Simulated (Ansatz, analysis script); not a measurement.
## Fixed-spin-moment curve of Cr (Chromium)

Is Cr (Chromium) magnetic, nearly magnetic or plainly paramagnetic? E(M) and M(B) tell.

Main program and level: Ansatz 0.2.0; PBE with U = 1 eV on Cr d (ortho-atomic projectors), PAW set soft_1.

This is a report of a sequence of runs, with most program output left out.

## Step 1: Set-up

It takes space group Im-3m (No. 229, cubic). The conventional cell has a = 2.884 Å, b = 2.884 Å, c = 2.884 Å, α = 90.00°, β = 90.00°, γ = 90.00°. Cr has 8 Cr at 2.50 Å nearest.

As a file:

```cif
data_structure
_symmetry_space_group_name_H-M 'Im-3m'
_symmetry_Int_Tables_number 229
_cell_length_a 2.8839
_cell_length_b 2.8839
_cell_length_c 2.8839
_cell_angle_alpha 90.000
_cell_angle_beta 90.000
_cell_angle_gamma 90.000
_cell_volume 23.99
loop_
_atom_site_label
_atom_site_type_symbol
_atom_site_symmetry_multiplicity
_atom_site_Wyckoff_symbol
_atom_site_fract_x
_atom_site_fract_y
_atom_site_fract_z
_atom_site_occupancy
Cr1 Cr 2 a 0.00000 0.00000 0.00000 1
```

## Step 2: Starting state

First a free collinear run, to see which state the typed moments lead to.

The input, input.yaml:

```yaml
crystal:
  lattice:
    - [-1.44195, 1.44195, 1.44195]
    - [1.44195, -1.44195, 1.44195]
    - [1.44195, 1.44195, -1.44195]
  atoms:
    - { symbol: Cr, position: [0.0, 0.0, 0.0], spin: 2.5 }
magnetization:
  spin_polarized: true
kpoints:
  mp_grid: { grid: [17, 17, 17] }
hamiltonian:
  xc: pbe
  hubbard:
    projectors: ortho-atomic
    sites: [{ species: Cr, l: d, u_eff: 1.0 }]
  pseudopotentials: { kind: paw, azcp: { folder: soft_1 } }
scf:
  occupations: { method: fermi_dirac, width: 0.1 }
  max_iter: 120
  convergence: { dr2_threshold: 1.0e-08 }
```

Command:

```
> ansatz run input.yaml --threads 2 --pin off --max-ram 5120MiB --backend cpu --events-out ev --progress --plain --runs-dir out
```

Elapsed: 16 s, on 2 threads of Intel Xeon at 2.50GHz (Skylake/Cascade Lake), shared host; peak memory 0.32 GiB; 13 s of CPU time.

The spin moment in the atom's sphere vanishes on all atoms.

The run ends non-magnetic, with a net moment of 0 μB a cell. The run left the order that was typed.

## Step 3: Without spin

The state without spin is the zero of E(M).

input.yaml, the sections that differ from step 2:

```yaml
crystal:
  lattice:
    - [-1.44195, 1.44195, 1.44195]
    - [1.44195, -1.44195, 1.44195]
    - [1.44195, 1.44195, -1.44195]
  atoms:
    - { symbol: Cr, position: [0.0, 0.0, 0.0] }
kpoints:
  mp_grid: { grid: [19, 19, 19] }
basis:
  ecutwfc: 420.0
# hamiltonian, scf: as in step 2
# magnetization: removed
```

Command:

```
> ansatz run input.yaml --threads 1 --pin off --max-ram 2560MiB --backend cpu --events-out ev --progress --plain --runs-dir out
```

The job ended after 7.9 s (1 thread; peak memory 0.28 GiB).

## Step 4: Without spin, levels printed

Edit input.yaml of step 3 so:

```diff
@@ -21 +21,3 @@
   ecutwfc: 420.0
+output:
+  eigenvalues: true
```

It took 5.8 s on 1 thread; peak memory 0.28 GiB.

## Step 5: Total moment fixed at 0.278 μB

Two Fermi levels, one a spin, hold the total moment exactly, which reaches states that a free run would leave.

Edit input.yaml of step 4 so:

```diff
@@ -6,3 +6,7 @@
   atoms:
-    - { symbol: Cr, position: [0.0, 0.0, 0.0] }
+    - { symbol: Cr, position: [0.0, 0.0, 0.0], spin: 0.278 }
+magnetization:
+  spin_polarized: true
+  initial_magnetization: 0.278
+  spin_locking: { lock_magnetization: hard }
 kpoints:
@@ -21,3 +25 @@
   ecutwfc: 420.0
-output:
-  eigenvalues: true
```

Elapsed: 15 s, on 1 thread; peak memory 0.33 GiB.

The energy is 33.4 meV from the state without spin, and the largest site carries 0.246 μB.

## Step 6: Total moment fixed at 0.556 μB

Edit input.yaml of step 5 so:

```diff
@@ -6,6 +6,6 @@
   atoms:
-    - { symbol: Cr, position: [0.0, 0.0, 0.0], spin: 0.278 }
+    - { symbol: Cr, position: [0.0, 0.0, 0.0], spin: 0.556 }
 magnetization:
   spin_polarized: true
-  initial_magnetization: 0.278
+  initial_magnetization: 0.556
   spin_locking: { lock_magnetization: hard }
```

Wall time 12 s (1 thread); peak memory 0.33 GiB.

The energy is 128 meV from the state without spin, and the largest site carries 0.489 μB.

## Step 7: Total moment fixed at 1.389 μB

Edit input.yaml of step 6 so:

```diff
@@ -6,6 +6,6 @@
   atoms:
-    - { symbol: Cr, position: [0.0, 0.0, 0.0], spin: 0.556 }
+    - { symbol: Cr, position: [0.0, 0.0, 0.0], spin: 1.389 }
 magnetization:
   spin_polarized: true
-  initial_magnetization: 0.556
+  initial_magnetization: 1.389
   spin_locking: { lock_magnetization: hard }
```

Run time: 2.1 min. Hardware: 1 thread; peak memory 0.83 GiB.

The energy is 516 meV from the state without spin, and the largest site carries 1.24 μB.

## Step 8: Total moment fixed at 2.5 μB

Edit input.yaml of step 7 so:

```diff
@@ -6,6 +6,6 @@
   atoms:
-    - { symbol: Cr, position: [0.0, 0.0, 0.0], spin: 1.389 }
+    - { symbol: Cr, position: [0.0, 0.0, 0.0], spin: 2.5 }
 magnetization:
   spin_polarized: true
-  initial_magnetization: 1.389
+  initial_magnetization: 2.5
   spin_locking: { lock_magnetization: hard }
```

Wall time 13 s (1 thread); peak memory 0.33 GiB.

The energy is 1080 meV from the state without spin, and the largest site carries 2.21 μB.

The other 5 runs of this kind were made alike; their results stand in the table below.

## Step 9: No field, tight threshold

A field gives a second route to the same curve. A thousand tesla shift each spin by 58 meV, and the threshold is tightened so that small induced moments are resolved.

input.yaml, the sections that differ from step 8:

```yaml
crystal:
  lattice:
    - [-1.44195, 1.44195, 1.44195]
    - [1.44195, -1.44195, 1.44195]
    - [1.44195, 1.44195, -1.44195]
  atoms:
    - { symbol: Cr, position: [0.0, 0.0, 0.0], spin: 0.3 }
magnetization:
  spin_polarized: true
scf:
  occupations: { method: fermi_dirac, width: 0.1 }
  max_iter: 120
  convergence: { dr2_threshold: 1.0e-10 }
# kpoints, hamiltonian, basis: as in step 8
```

Run time: 16 s. Hardware: 1 thread; peak memory 0.33 GiB.

The net moment is 0 μB a cell.

## Step 10: Field of 1500 T

Edit input.yaml of step 9 so:

```diff
@@ -9,2 +9,3 @@
   spin_polarized: true
+  magnetic_field: 1500.0
 kpoints:
```

Elapsed: 15 s, on 1 thread; peak memory 0.33 GiB.

The net moment is 0.099 μB a cell.

2 more runs differ from these in the same keys alone and are tabled below.

## Step 11: Side runs that gave no result

| changed | outcome |
| --- | --- |
| magnetization | cut off at the time limit |

## Step 12: The curves

The energy less the state without spin by total moment:

```csv
total moment (μB/cell),energy less the state without spin (meV/cell)
0.00,0
0.28,33.4
0.56,128
0.83,247
1.11,379
1.39,516
1.67,655
1.94,795
2.22,937
2.50,1080
```

The field that holds a moment is half the difference of the two Fermi levels over μB.

Table of field that holds the moment by total moment:

```csv
total moment (μB/cell),field that holds the moment (T)
0.278,4167
0.556,6953
0.833,7874
1.111,8406
1.389,8597
1.667,8675
1.944,8770
2.222,8875
2.500,8853
```

Table of total moment by field:

| field (T) | total moment (μB/cell) |
| --- | --- |
| 0 | 1.9e-7 |
| 300 | 0.0193 |
| 600 | 0.0387 |
| 1500 | 0.0989 |

Three Landau terms miss the curve as a whole or at its small-moment end, and no Stoner analysis is made here.

## Step 13: Outcome

| Quantity | Value |
| --- | --- |
| state of the free run | non-magnetic |
| net moment of the free run | 0 μB |
| lowest of the fixed moments tried | M = 0 μB, 0 meV |
| dM/dB between 0 and 300 T | 0.0643 μB a cell per 1000 T |

What this shows: From parallel starts in this cell no moment survives, so no ferromagnetic state is found at this level (opposed orders were not tried), and it is far: a cell moment of 0.5 μB costs 109 meV. E(M) is lowest at M = 0 and costs 1080 meV at 2.5 μB. The field acts on spins alone. The 13 fixed-moment and field runs took 5.2 min of wall time, added up. Energies are free energies at a smearing of 0.1 eV, and with partly filled levels differences shift, at times strongly, as the smearing goes to zero.

[Logs and program files are shortened in this print: banners, set-up blocks, solver, clock and traceback lines can be left out without a mark of their own.]

[Logs are printed without paths, hosts, clocks, repeated set-up lines and the standing remarks that a program may print on its own settings, such as how far it seeks lower states.]

[Hosts, paths, dates, database ids (printed as entryN), source tags and the programs' standing remarks are cut or masked in the printed files.]
